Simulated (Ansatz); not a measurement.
## 1T-VClI monolayer in a perpendicular field

What dipole does a perpendicular field induce in the 1T-VClI monolayer, and does the gap follow? A positive field points along +c.

Method: plane-wave DFT, PBE-D3(BJ), Ansatz PAW, in Ansatz 0.2.0.

This is a report of a sequence of runs, with most program output left out.

## Step 1: The starting structure

The cell holds 3 atoms: 1 I, 1 V and 1 Cl. Its edges and angles: a = 3.783 Å, b = 3.783 Å, c = 37.156 Å, α = 90.0°, β = 90.0°, γ = 120.0°. Vacuum lies along c.

## Step 2: Relaxation

The starting cell is a guess, so the in-plane lattice and the atoms are relaxed first, with the slab cut off from its images along the normal.

Contents of input.yaml:

```yaml
crystal:
  lattice:
    - [3.7825655, 0.0, 0.0]
    - [-1.89128275, 3.2757978145, 0.0]
    - [0.0, 0.0, 37.1555674295]
  atoms:
    - { symbol: I, position: [0.6666666667, 0.3333333333, 0.4588814323] }
    - { symbol: V, position: [0.0, 0.0, 0.5087292635], spin: 1.0 }
    - { symbol: Cl, position: [0.3333333333, 0.6666666667, 0.5411185677] }
  periodic: [true, true, false]
magnetization:
  spin_polarized: true
kpoints:
  mp_grid: { grid: [12, 12, 1] }
hamiltonian:
  xc: pbe
  dispersion: d3bj
scf:
  occupations: { method: fermi_dirac, width: 0.05 }
  convergence: { dr2_threshold: 1.0e-09 }
relax:
  f_tol: 0.004
  max_steps: 90
  cell: {}
output:
  write_potential: true
  write_density: true
  volumetric_format: npy
```

Started as:

```console
$ ansatz run input.yaml --threads 2 --pin off --max-ram 3072MiB --backend cpu --events-out ev --progress --plain --runs-dir out
```

Wall time 94 s (2 threads of Intel Xeon Platinum 8559C (Emerald Rapids), shared host); peak memory 0.95 GiB; 3.1 min of CPU time.

Step by step:

| step | energy less that of the first step (eV) | largest force component (eV/Å) | volume (Å³) |
| --- | --- | --- | --- |
| 1 | 0.0000 | 0.6655 | 460.39 |
| 2 | -0.0384 | 0.2353 | 466.65 |
| 3 | -0.0439 | 0.1741 | 470.66 |
| 4 | -0.0473 | 0.0165 | 471.24 |
| 5 | -0.0475 | 0.0049 | 472.71 |
| 6 | -0.0475 | 0.0035 | 473.15 |
| 7* | -0.0478 | 0.0036 | 473.15 |

Relaxation steps marked * repeat the geometry before them on a plane-wave basis chosen anew for their cell, so energy and pressure can jump there.

Forces are held to the 6 operations that the run works with; a distortion that breaks them can't arise in this run.

| cell as run | before | after | change |
| --- | --- | --- | --- |
| a (Å) | 3.783 | 3.835 | +1.4 % |
| b (Å) | 3.783 | 3.835 | +1.4 % |

The atoms that moved most (Å, along periodic axes as changes of fractional coordinates times the final cell, across vacuum about the mean position):

```
atom     dx     dy      dz  length
  I1  0.000  0.000   0.094   0.094
  V2  0.000  0.000  -0.064   0.064
 Cl3  0.000  0.000  -0.030   0.030
```

Final coordinates:

```
I V Cl
1.0
     3.83460    0.00000    0.00000
    -1.91730    3.32086    0.00000
     0.00000    0.00000   37.15557
I V Cl
1 1 1
Direct
  0.66667 0.33333 0.46142
  0.00000 0.00000 0.50700
  0.33333 0.66667 0.54030
```

This step gave:

* total moment: 3.000 μB
* site moments: -0.03031, 2.478, 0.005084 μB

Site moment by atom:

```
atom  site moment (μB)
  I1             -0.03
  V2              2.48
 Cl3              0.01
```

The lattice constant a goes from 3.783 to 3.835 Å.

## Step 3: Atoms held, field 0

A sawtooth potential applies the field, turning back in the middle of the vacuum. With the dipole correction the typed value is the field outside the slab. The induced dipole is small, so the SCF threshold is tight.

The cell differs from the one that the last finished run ended in (c 37.156 → 20.931 Å).

Contents of input.yaml:

```yaml
crystal:
  lattice:
    - [3.8346040826, 0.0, 0.0]
    - [-1.9173020413, 3.320864549, 0.0]
    - [0.0, 0.0, 20.9308044318]
  atoms:
    - { symbol: I, position: [0.6666666667, 0.3333333333, 0.4299882515], spin: -0.03 }
    - { symbol: V, position: [0.0, 0.0, 0.5108991103], spin: 2.48 }
    - { symbol: Cl, position: [0.3333333333, 0.6666666667, 0.5700117485], spin: 0.01 }
magnetization:
  spin_polarized: true
kpoints:
  mp_grid: { grid: [12, 12, 1] }
  band_path:
    path: [[0, 0, 0], [0.5, 0, 0], [0.33333333, 0.33333333, 0], [0, 0, 0]]
    npoints: 16
hamiltonian:
  xc: pbe
  dispersion: d3bj
scf:
  occupations: { method: fermi_dirac, width: 0.02585 }
  convergence: { dr2_threshold: 1.0e-10 }
efield:
  axis: 3
  dipole_correction: true
  ramp_position: 0.97
  ramp_width: 0.06
  amplitude: 0
output:
  dos: { projected: true, e_range: [-6, 5] }
  write_potential: true
  write_density: true
  volumetric_format: npy
  elf: true
```

The job ended after 16 s (2 threads; peak memory 0.71 GiB).

Numbers from this step:

- site moments: -0.03030, 2.478, 0.005084 μB
- gap on the k-mesh: 1.179 eV
- dipole along the normal: -0.04021 e·Å
- gap along the path: 1.179 eV
- step between the vacuum levels: 0.5714 eV
- ionisation energy, upper face: 4.755 eV
- electron affinity, upper face: 3.576 eV
- ionisation energy, lower face: 4.184 eV
- gap, the smaller of path and mesh: 1.179 eV

Running mean over a fixed 2.8 Å (it still follows the layers) of the planar mean; the ramp of the sawtooth is left out. Table of electron's electrostatic potential energy less the Fermi level by z:

```
z (Å)  electron's electrostatic potential energy less the Fermi level (eV)
  3.0                                                                 3.59
  3.5                                                                 3.59
  4.0                                                                 3.59
  4.5                                                                 3.59
  5.0                                                                 3.58
  5.5                                                                 3.57
  6.0                                                                 3.52
  6.5                                                                 3.31
  7.0                                                                 2.47
  7.5                                                                 1.15
  8.0                                                               -0.197
  8.5                                                                -1.71
  9.0                                                                -3.25
  9.5                                                                -4.62
 10.0                                                                -5.32
 10.5                                                                -5.94
 11.0                                                                -6.11
 11.5                                                                -5.18
 12.0                                                                -3.46
 12.5                                                                -1.54
 13.0                                                                0.465
 13.5                                                                 2.46
 14.0                                                                 3.75
 14.5                                                                 4.08
 15.0                                                                 4.14
 15.5                                                                 4.16
 16.0                                                                 4.16
 16.5                                                                 4.16
 17.0                                                                 4.16
 17.5                                                                 4.16
 18.0                                                                 4.16
```

The density of states has structure finer than the step of the table below, so its rows give means over 0.2 eV, whole bins alone (the curve runs from -6 to 2.57 eV). Peaks (eV: height): total -5.20: 8.12, -4.90: 11.8, -0.73: 8.40, -0.65: 11.9, 1.22: 9.97, 1.97: 7.56, 2.13: 7.95; up -5.20: 6.21, -4.90: 11.8, -1.20: 6.35, -0.73: 8.40, -0.65: 11.9, 0.67: 7.00, 1.22: 7.61; down -5.86: 5.54, -4.76: 6.91, 1.72: 6.74, 1.77: 6.17, 1.97: 7.56, 2.13: 7.94, 2.24: 5.87.

Density of states against energy, zero at the Fermi level of the run, which the smearing sets inside the gap; means over each step; values in states/eV a cell:

```csv
energy (eV),total,up,down
-5.8,5.05,1.90,3.16
-5.6,3.09,1.14,1.95
-5.4,3.13,1.79,1.34
-5.2,5.14,2.69,2.45
-5.0,3.75,2.05,1.70
-4.8,4.72,2.03,2.69
-4.6,0.952,0.448,0.504
-4.4,1.33,0.726,0.603
-4.2,1.59,0.913,0.674
-4.0,4.17,2.89,1.29
-3.8,5.39,2.26,3.14
-3.6,3.87,1.95,1.92
-3.4,2.17,0.839,1.33
-3.2,1.32,0.550,0.768
-3.0,0.995,0.431,0.564
-2.8,0.815,0.345,0.471
-2.6,0.572,0.181,0.391
-2.4,0.109,0,0.109
-2.2,0,0,0
-2.0,0,0,0
-1.8,0,0,0
-1.6,0,0,0
-1.4,1.28,1.28,0
-1.2,3.33,3.33,0
-1.0,1.26,1.26,0
-0.8,4.52,4.52,0
-0.6,3.11,3.11,0
-0.4,0,0,0
-0.2,0,0,0
0.0,0,0,0
0.2,0,0,0
0.4,0,0,0
0.6,2.25,2.25,0
0.8,2.88,2.36,0.524
1.0,4.39,3.21,1.18
1.2,4.53,2.31,2.22
1.4,1.19,0,1.19
1.6,2.46,0,2.46
1.8,4.71,0,4.71
2.0,4.61,0,4.61
2.2,5.25,0.0745,5.17
2.4,2.77,0.134,2.63
```

Projected DOS per atom over height of the atomic layer and energy from the Fermi level. Layers: I V Cl from below.

Ten even steps from '0' (0.00 states/eV) to '9' (4.38 states/eV), each cell a mean:
```
070
080
040
060
060
000
000
000
090
050
000
000
000
100
200
400
711
200
202
106
006
305
```
Columns: height of the atomic layer (Å) from 9 to 11.9 (not evenly spaced); rows upwards: energy from the Fermi level (eV) from -5.96 to 2.5.

Projected DOS per atom, spin up over height of the atomic layer and energy from the Fermi level. Layers: I V Cl from below.

Ten even steps from '_' (0.00 states/eV) to '@' (4.38 states/eV), each cell a mean:
```
______
______
______
__--__
__++__
______
______
______
__@@__
__++__
______
______
______
______
______
::____
--____
..____
______
..__::
____--
..__::
```
Columns: height of the atomic layer (Å) from 9 to 11.9 (not evenly spaced); rows upwards: energy from the Fermi level (eV) from -5.96 to 2.5.

Projected DOS per atom, spin down over height of the atomic layer and energy from the Fermi level. Layers: I V Cl from below.

Ten even steps from '0' (0.00 states/eV) to '9' (3.93 states/eV), each cell a mean:
```
070
090
050
040
010
000
000
000
000
000
000
000
000
000
100
300
400
100
202
004
003
203
```
Columns: height of the atomic layer (Å) from 9 to 11.9 (not evenly spaced); rows upwards: energy from the Fermi level (eV) from -5.96 to 2.5.

Deep bands are left out, so band numbers here count from the lowest band kept and differ from the log's. Electronic bands along the path, in eV, zero at the Fermi level of the run, which the smearing sets inside the gap; # counts the bands kept:

| point | up #8 | up #9 | up #10 | up #11 | down #7 | down #8 | down #9 | down #10 |
| --- | --- | --- | --- | --- | --- | --- | --- | --- |
| Γ | -1.24 | -0.92 | 1.09 | 1.09 | 1.26 | 1.26 | 1.60 | 2.27 |
| halfway | -0.82 | -0.65 | 0.64 | 0.98 | 1.03 | 1.72 | 1.90 | 2.08 |
| M | -0.71 | -0.69 | 1.05 | 1.18 | 0.76 | 1.93 | 2.14 | 2.47 |
| halfway | -0.79 | -0.64 | 0.71 | 1.22 | 1.21 | 1.77 | 2.05 | 2.20 |
| K | -0.88 | -0.60 | 0.58 | 1.22 | 1.73 | 1.73 | 1.76 | 2.12 |
| halfway | -0.87 | -0.62 | 0.69 | 0.83 | 1.34 | 1.60 | 1.82 | 1.94 |
| Γ | -1.24 | -0.92 | 1.09 | 1.09 | 1.26 | 1.26 | 1.60 | 2.27 |

Spin density in the ca plane at fractional y = 0.000, with atoms of V within 0.2 Å of it.

Ten even steps from '0' (0.0 e/Å³) to '9' (2.7 e/Å³), each cell a mean:
```
00000000000000000000001375200000000000000000
00000000000000000000000021000000000000000000
00000000000000000000000000000000000000000000
00000000000000000000000000000000000000000000
00000000000000000000000000000000000000000000
00000000000000000000000000000000000000000000
00000000000000000000000000000000000000000000
00000000000000000000000010000000000000000000
00000000000000000000000143100000000000000000
00000000000000000000001598300000000000000000
```
Columns run along c (16.0 Å, from fractional 0.09 to 0.85 of the cell), rows up along a (3.8 Å). Atoms in or near the plane, at fractional coordinates: V at (0.51, 0.00).

ELF in the ca plane at fractional y = 0.000, with atoms of V within 0.2 Å of it. It is the smooth field of the valence electrons, not physical close to the nuclei.

Values, 6 rows by 16 columns, each cell a mean:
```
0.00 0.00 0.00 0.00 0.03 0.13 0.22 0.65 0.32 0.07 0.01 0.00 0.00 0.00 0.00 0.00
0.00 0.00 0.00 0.02 0.24 0.54 0.45 0.19 0.26 0.30 0.06 0.00 0.00 0.00 0.00 0.00
0.00 0.00 0.00 0.08 0.51 0.71 0.64 0.18 0.58 0.60 0.17 0.01 0.00 0.00 0.00 0.00
0.00 0.00 0.00 0.06 0.46 0.70 0.63 0.17 0.51 0.55 0.14 0.01 0.00 0.00 0.00 0.00
0.00 0.00 0.00 0.01 0.14 0.41 0.33 0.31 0.19 0.19 0.03 0.00 0.00 0.00 0.00 0.00
0.00 0.00 0.00 0.00 0.01 0.08 0.26 0.71 0.42 0.06 0.00 0.00 0.00 0.00 0.00 0.00
```
Columns run along c (16.0 Å, from fractional 0.16 to 0.92 of the cell), rows up along a (3.8 Å). Atoms in or near the plane, at fractional coordinates: V at (0.51, 0.00).

Electrostatic potential energy in the ca plane at fractional y = 0.000, with atoms of V within 0.2 Å of it. With pseudopotentials it is smooth inside the atoms' cores, unlike the true potential.

Values in eV, 6 rows by 16 columns, each cell a mean:
```
  4   4   4   3   3   2  -6 -24 -13   2   4   4   4   4   4   4
  4   4   4   3   3   0  -2  -9  -3   2   4   4   4   4   4   4
  4   4   4   3   2  -5  -4   1   0   1   4   4   4   4   4   4
  4   4   4   3   2  -4  -3   0   0   2   4   4   4   4   4   4
  4   4   4   3   3   1  -3 -15  -5   2   4   4   4   4   4   4
  4   4   4   3   3   2  -8 -24 -14   2   4   4   4   4   4   4
```
Columns run along c (16.0 Å, from fractional 0.16 to 0.92 of the cell; values clipped at the 3rd and 97th percentile), rows up along a (3.8 Å). Atoms in or near the plane, at fractional coordinates: V at (0.51, 0.00).

The gap is 1.18 eV, with the valence edge 4.76 eV and the conduction edge 3.58 eV under the upper vacuum level. Spin-orbit coupling, left out in this run, matters for the bands of elements this heavy.

## Step 4: Atoms held, field 0.1 V/Å

Edit input.yaml of step 3 so:

```diff
@@ -27,5 +27,4 @@
   ramp_width: 0.06
-  amplitude: 0
+  amplitude: 0.1
 output:
-  dos: { projected: true, e_range: [-6, 5] }
   write_potential: true
@@ -33,2 +32 @@
   volumetric_format: npy
-  elf: true
```

Wall time 17 s (2 threads); peak memory 0.71 GiB; 33 s of CPU time.

The dipole is -0.00764 e·Å, 0.0326 e·Å from its value without field, and the gap 1.175 eV.

## Step 5: Single point, field -0.1 V/Å

Edit input.yaml of step 4 so:

```diff
@@ -27,3 +27,3 @@
   ramp_width: 0.06
-  amplitude: 0.1
+  amplitude: -0.1
 output:
```

It took 16 s on 2 threads; peak memory 0.7 GiB.

The dipole is -0.0727 e·Å, -0.0325 e·Å from its value without field, and the gap 1.182 eV.

## Step 6: Response, atoms held

This step: plane-wave DFT, PBE-D3(BJ), Ansatz PAW; response to a field along the normal, atoms held (Ansatz 0.2.0).

The dipoles give the slope, and the difference of two potentials shows where the field is screened.

This step gave:

```yaml
equivalent_conductor_thickness_p_eps_0ae: 4.626 Å
distance_between_the_outer_atoms: 2.931 Å
```

Table of dipole of the cell by applied field:

| applied field (V/Å) | dipole of the cell (e·Å) |
| --- | --- |
| -0.1000 | -0.0727 |
| 0.0000 | -0.0402 |
| 0.1000 | -0.00764 |

The total moment stays at 3 μB for applied field from -0.1 to 0.1 V/Å.

Local field over the applied field, running mean. From the potentials at -0.1 and 0.1 V/Å; running mean over 2.5 Å. Local field over applied field against z:

```
z (Å)  local field over applied field
  4.5                           0.998
  5.0                           0.994
  5.5                           0.983
  6.0                           0.954
  6.5                           0.887
  7.0                           0.764
  7.5                           0.602
  8.0                           0.425
  8.5                           0.260
  9.0                           0.146
  9.5                           0.109
 10.0                           0.114
 10.5                           0.131
 11.0                           0.166
 11.5                           0.225
 12.0                           0.319
 12.5                           0.453
 13.0                           0.615
 13.5                           0.771
 14.0                           0.892
 14.5                           0.959
 15.0                           0.987
 15.5                           0.996
 16.0                           0.999
 16.5                           1.000
```

Electrons, planar mean, per unit field. Table of induced electron density by z:

```csv
z (Å),induced electron density (e/Å³ per V/Å)
4.5,8.1e-6
5.0,2.5e-5
5.5,7.5e-5
6.0,2.2e-4
6.5,5.8e-4
7.0,0.00143
7.5,0.00286
8.0,0.00329
8.5,0.00136
9.0,9.6e-4
9.5,-3.8e-5
10.0,-0.00148
10.5,-5.0e-4
11.0,5.9e-4
11.5,1.2e-4
12.0,-0.00144
12.5,-0.00275
13.0,-0.00300
13.5,-0.00148
14.0,-5.5e-4
14.5,-1.8e-4
15.0,-5.5e-5
15.5,-1.6e-5
16.0,-4.7e-6
16.5,-1.4e-6
```

By hand: between -0.1 and 0.1 V/Å the dipole changes by 0.06511 e·Å, a slope of 0.3255 e·Å²/V. A perfect conductor of thickness t has p = ε₀AEt, so t = 180.95 × 0.3255 / 12.734 = 4.63 Å (e/ε₀ = 180.95 V·Å, A in Å²).

The induced dipole is that of a conductor 4.63 Å thick.

## Step 7: What came out

- gap without field: 1.18 eV
- ionisation energy, upper face: 4.76 eV
- electron affinity, upper face: 3.58 eV
- step between the vacuum levels: 0.571 eV
- equivalent conductor thickness, atoms held: 4.63 Å

The induced dipole equals that of a perfect conductor 4.63 Å thick, while the outer atoms lie 2.93 Å apart; an out-of-plane ε follows only once a thickness t is chosen, by 1 − 1/ε = 4.63 Å / t. The two faces differ: the vacuum level above lies 0.57 eV higher than the one below. The gap stays within 0.01 eV of 1.18 eV over the fields run, up to 0.1 V/Å in size. Semilocal functionals give gaps that are too small, and excitons are not included. The magnetic order is the one reached from the typed start; other orders were not compared. Spin-orbit coupling is left out, which matters for the bands of elements this heavy.

[Logs are printed without paths, hosts, clocks, repeated set-up lines and the standing remarks that a program may print on its own settings, such as how far it seeks lower states.]

[Hosts, paths, dates, database ids (printed as entryN), source tags and the programs' standing remarks are cut or masked in the printed files.]

[Maps of the electrostatic potential energy from Ansatz leave out the sawtooth potential of an applied field or a dipole correction, so their vacuum need not be flat; planar profiles and work functions include it.]

[The density of states shown here was stored with 400 of the rows of the run's finer table, so its peaks can read low, often by over a quarter, or be missed, and its means over a window can be off by a tenth or more.]
